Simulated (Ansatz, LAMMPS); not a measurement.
# Mg2+ TFSI- in gamma-butyrolactone at 410 K (110 atoms): a single point, part 2 of 2

Aim: energy, forces, charges and density of states of Mg2+ TFSI- in gamma-butyrolactone at 410 K (110 atoms) at a fixed geometry.

Ansatz 0.2.0; Kohn-Sham DFT, PBEsol, PAW (set soft_2), plane waves.

The cell: 4 N, 8 S, 24 O, 24 C, 24 F, 24 H and 2 Mg. The network of contacts between molecules at the start is that of the classical potential that made the cell. The functional has no dispersion term. The density was typed from a rule of thumb and may lie off the real one at this temperature. Only the Γ point is sampled, in a cell whose shortest periodic width is 12 Å.

So far. Step 3 (Plane-wave single point): Neighbours are counted within 1.85 Å (C-C), 1.62 Å (C-F), 1.34 Å (C-H), 1.73 Å (C-O), 2.21 Å (C-S), 1.88 Å (O-S), 2.62 Å (O-Mg), 2.02 Å (S-N).

### 3. Plane-wave single point (continued)

Density of states as counts of states in windows of 1 eV (from the Fermi level), total and the larger projections:

```tsv
from (eV)	to (eV)	total	F p	C p	H s	C s
-18	-17	0.0	0.0	0.0	0.0	0.0
-17	-16	0.4	0.0	0.1	0.1	0.2
-16	-15	12.2	0.5	2.2	1.1	4.5
-15	-14	5.6	0.5	0.6	0.2	1.3
-14	-13	13.8	2.1	1.3	0.9	4.4
-13	-12	8.0	3.1	0.2	0.0	0.8
-12	-11	9.1	2.8	2.1	0.3	0.6
-11	-10	39.3	17.7	8.5	1.1	1.8
-10	-9	25.0	7.4	5.3	1.1	1.3
-9	-8	22.6	0.8	6.1	1.7	0.3
-8	-7	30.1	7.9	3.1	1.4	0.6
-7	-6	65.6	40.0	7.1	2.2	0.2
-6	-5	54.1	34.3	5.8	1.7	0.3
-5	-4	37.8	5.7	6.8	2.4	0.3
-4	-3	45.4	3.4	6.5	2.5	0.8
-3	-2	29.8	0.9	3.4	1.7	0.4
-2	-1	1.2	0.0	0.1	0.0	0.0
-1	1	0.0	0.0	0.0	0.0	0.0
1	2	0.1	0.0	0.0	0.0	0.0
2	3	6.2	0.0	3.2	0.6	0.1
3	4	17.9	1.3	3.4	0.7	0.7
4	5	27.9	2.3	5.5	2.0	2.0
```

The curve was stored every 0.10 eV, coarse against its broadening of 0.08 eV, so these counts are rough.

Between -26 and -18 eV lie 66 more states.

About 54 of the 520 electrons lie in deeper levels, below the stored range.

Not all projections were asked for or kept, so they needn't add up to the total.

The levels nearest the highest filled one (over half full), pooled over k-points and spins:

```tsv
level less the highest filled one (eV)	occupation
-0.507	2
-0.443	2
-0.411	2
-0.268	2
-0.0438	2
0	2
4.11	0
4.30	0
4.35	0
5.07	0
5.30	0
5.39	0
```

Valence density in the bc plane at fractional x = 0.506, with atoms of S and O and N and F and H and Mg within 0.2 Å of it. It is the smooth field of the valence electrons, not physical close to the nuclei.

Ten steps, logarithmic in the rise over the least value, from '0' (0 e/Å³) to '9' (17 e/Å³), each cell a mean:
```
112333211111000000000000000000000
112344323443200000000000000000001
011244445666310000000000000000000
001234444565310000000000000000000
002454433343211111000000000000000
013676421111123564100000000000000
013676311122235887311221000000000
112333112565434776211222100000000
587410014797422332100111000000001
799510013676310000000000000000001
365200001222100000000000000000011
321011000000000000000000000000234
631000000000000000000000000001467
631000000000000000000000000002467
431000000000000010000000000001355
332100000000001111000000000002333
432110000000011221100000000012343
321100000000012343221000000011233
110000000000013555442100001111112
000000000000013444442100011110000
001332000000012222210000000100000
014775200000001110000000000000000
025886300000000000000000000000000
013553100000000000000000000000000
```
Columns run along b (11.7 Å), rows up along c (11.7 Å). Atoms in or near the plane, at fractional coordinates: S at (0.98, 0.33), O at (0.97, 0.45), N at (0.31, 0.87), F at (0.12, 0.07), F at (0.31, 0.63), F at (0.49, 0.71), H at (0.58, 0.20), Mg at (0.05, 0.60).

Electrostatic potential energy in the bc plane at fractional x = 0.506, with atoms of S and O and N and F and H and Mg within 0.2 Å of it. With pseudopotentials it is smooth inside the atoms' cores, unlike the true potential.

Ten even steps from '0' (-42 eV) to '9' (7 eV), each cell a mean:
```
988667889999999999999999999999999
998766678657999999999999999999999
998751134001799999999999999999999
999740025102799999999999999999999
999744467777899999999999999999999
998201789988888547999999999999999
997313899987664002899999999999999
777778999534555214999999999999998
301479997000578889999999999999987
100378998424899999999999999999986
533689999999999999999999999999997
788899999999999999999999999999976
289999999999999999999999999999610
279999999999999999999999999999610
368999999999999999999999999998620
037999999999999999999999999987301
037999999999999889999999999987400
578999999999998646899999999998754
999999999999997100536999999999998
999999999999997313526999999999999
999889999999999888999999999999999
996114999999999999999999999999999
995003899999999999999999999999999
998547899999999999999999999999999
```
Columns run along b (11.7 Å; values clipped at the 3rd and 97th percentile), rows up along c (11.7 Å). Atoms in or near the plane, at fractional coordinates: S at (0.98, 0.33), O at (0.97, 0.45), N at (0.31, 0.87), F at (0.12, 0.07), F at (0.31, 0.63), F at (0.49, 0.71), H at (0.58, 0.20), Mg at (0.05, 0.60).

Mean Löwdin charges: C +0.20, F -0.21, H +0.22, Mg +1.61, N -0.85, O -0.61 e (they miss 1.5 % of the electrons, so they add up to more than the cell's charge).

### 4. Local order

Bonds and neighbours are counted at the geometry of the runs.

Density 1.58 g/cm³, 14.42 Å³ an atom.

Pair distribution functions g(r), in bins of 0.2 Å:

```tsv
r (Å)	total	C-C	C-F	C-H	C-O	C-S	C-N
1.00	1.37	0.00	0.00	14.40	0.00	0.00	0.00
1.20	1.00	0.00	0.00	7.60	2.92	0.00	0.00
1.40	2.86	6.20	13.97	0.00	4.53	0.00	0.00
1.60	0.64	5.60	0.00	0.00	0.00	0.00	0.00
1.80	0.58	0.00	0.00	0.00	0.00	8.03	0.00
2.00	0.78	0.00	0.00	3.38	0.00	0.00	0.00
2.20	1.62	3.42	0.00	5.96	1.06	0.00	0.00
2.40	0.80	1.57	0.00	0.20	1.70	0.00	1.12
2.60	1.54	0.00	0.00	0.93	1.79	0.00	6.79
2.80	0.98	0.00	0.00	1.00	0.71	0.00	0.00
3.00	0.86	0.00	0.60	0.50	0.24	0.36	0.00
3.20	0.92	0.00	0.32	2.27	0.33	0.33	0.00
3.40	0.80	0.00	0.57	1.28	1.81	0.87	0.00
3.60	0.75	0.16	0.60	1.10	0.94	0.25	0.00
3.80	0.90	0.62	0.46	0.84	1.22	0.44	0.00
4.00	0.93	1.09	0.89	0.55	0.89	0.40	0.40
4.20	1.00	0.63	1.05	0.92	0.93	0.74	1.09
4.40	0.78	1.12	0.74	0.80	0.79	0.85	1.01
4.60	0.93	0.83	0.98	0.72	0.99	1.56	1.25
4.80	0.99	1.06	1.33	1.14	0.85	0.99	0.83
5.00	1.08	1.06	0.96	1.14	1.22	1.05	1.06
5.20	1.02	1.62	1.38	0.77	1.22	1.10	0.25
5.40	1.02	0.90	1.20	0.98	1.01	1.47	1.10
5.60	1.06	1.40	1.01	0.70	0.90	1.27	2.11
```

Bonds by pair of elements; cutoffs follow the first minimum of g(r), held within bounds set by covalent radii, and pairs that aren't listed don't count as bonded:

```tsv
pair A-B	cutoff (Å)	bonds	mean length (Å)	spread (Å)	shortest (Å)	B about A	A about B
C-C	1.85	12	1.49	0.043	1.41	1	1
C-F	1.62	24	1.37	0.021	1.33	1	1
C-H	1.34	24	1.10	0.034	1.03	1	1
C-O	1.73	12	1.34	0.086	1.22	0.5	0.5
C-S	2.21	8	1.81	0.049	1.74	0.333	1
O-S	1.88	16	1.45	0.024	1.4	0.667	2
O-Mg	2.62	12	2.04	0.073	1.94	0.5	6
S-N	2.02	8	1.57	0.019	1.54	1	2
```

How many atoms have how many bonded neighbours:

```tsv
element	mean	1	2	3	4	6
C	3.83	0	0	4	20	0
F	1	24	0	0	0	0
H	1	24	0	0	0	0
Mg	6	0	0	0	0	2
N	2	0	4	0	0	0
O	1.67	8	16	0	0	0
S	4	0	0	0	8	0
```

Bond angles (no mean is given where the spread exceeds 20°):

```tsv
angle	count	mean (°)	spread (°)
C-C-H	40	111	4.9
O-Mg-O	30	-	-
F-C-S	24	111	2.3
F-C-F	24	108	2.6
C-S-O	16	106	3.3
```

Bond length by coordination (bonds to H left out):

```tsv
element	coordination	atoms	mean bond length (Å)
C	3	4	1.36
C	4	20	1.48
O	1	8	1.44
O	2	16	1.63
```

Rings of the network by King's shortest-path rule, up to 12 atoms, one path for each pair of neighbours; H, halogens, alkali and alkaline-earth atoms are left out, and the last column divides by all other atoms, bonded or not:

```tsv
ring size (atoms)	rings	per network atom
5	4	0.067
```

With the cutoffs above, 83 % of C atoms have 4, all F atoms have 1, all H atoms have 1 and all Mg atoms have 6 bonded neighbours. The C-C-H angle averages 111° with a spread of 5°. All rings counted have 5 atoms.

A closer look about C87, which bears the longest force: 15 atoms, nearest first, numbered in the order of the input, with positions taken from that point.

```tsv
atom	x	y	z	distance (Å)	bonds	Löwdin charge (e)	Fx	Fy	Fz (eV/Å)
C87	0.00	0.00	0.00	0.00	4	-0.34	-3.02	3.29	0.17
H92	-0.16	-1.04	-0.10	1.06	1	0.25	0.10	-1.72	0.23
H91	-0.50	0.41	0.96	1.16	1	0.22	1.04	-0.75	-1.17
C86	1.39	0.34	-0.18	1.44	3	0.59	1.45	-2.28	0.29
C88	-0.58	0.70	-1.25	1.54	4	-0.29	-0.11	0.57	0.94
H93	-0.70	1.78	-0.99	2.16	1	0.18	-0.05	-0.52	-0.51
H94	-1.50	0.26	-1.58	2.19	1	0.21	-1.02	-0.14	-0.29
O85	2.20	-0.02	0.66	2.30	2	-0.44	0.64	1.43	-0.69
C89	0.54	0.43	-2.22	2.32	4	-0.07	-2.61	0.94	-1.40
O90	1.66	0.67	-1.49	2.33	2	-0.23	2.69	-0.15	2.76
H95	0.41	-0.60	-2.56	2.66	1	0.20	0.64	-0.55	-0.16
H96	0.53	1.09	-3.10	3.33	1	0.21	0.04	-0.02	-0.08
H82	-1.98	-1.94	2.31	3.60	1	0.20	0.69	0.12	-0.17
O56	0.35	-3.15	1.73	3.61	1	-0.72	-3.13	0.34	-0.84
F6	-2.21	2.81	0.78	3.66	1	-0.23	-1.02	1.66	1.26
```

The column of bonds counts only the pairs C-C within 1.85 Å, C-F within 1.62 Å, C-H within 1.34 Å, C-O within 1.73 Å, C-S within 2.21 Å, O-S within 1.88 Å, O-Mg within 2.62 Å, S-N within 2.02 Å; other neighbours, such as metal atoms beside each other in a compound, aren't counted, and periodic images can show an atom twice.

### 5. Outcome

```yaml
free_energy_per_atom: -466.8508 eV/atom
pressure: 1.165 GPa
r_m_s_force_component: 1.145 eV/Å
spacing_of_highest_filled_and_lowest_empty_level: 4.114 eV
wall_time_of_the_1_dft_run: 12 s
```

What this shows: The highest filled and lowest empty levels differ by 4.11 eV (at Γ alone); a semilocal functional tends to put such gaps too low. In a disordered cell it changes from sample to sample and from frame to frame. With the cutoffs above, 83 % of C atoms have 4, all F atoms have 1, all H atoms have 1 and all Mg atoms have 6 bonded neighbours.

Caveats: The force components of 1.1 eV/Å r.m.s. come partly from thermal motion and partly from the difference between the classical potential and DFT, above all in bond lengths inside molecules. The pressure of a single frame lacks the kinetic term.

[Logs are printed without paths, hosts, clocks, repeated set-up lines and the standing remarks that a program may print on its own settings, such as how far it seeks lower states.]

[Hosts, paths, dates, database ids (printed as entryN), source tags and the programs' standing remarks are cut or masked in the printed files.]
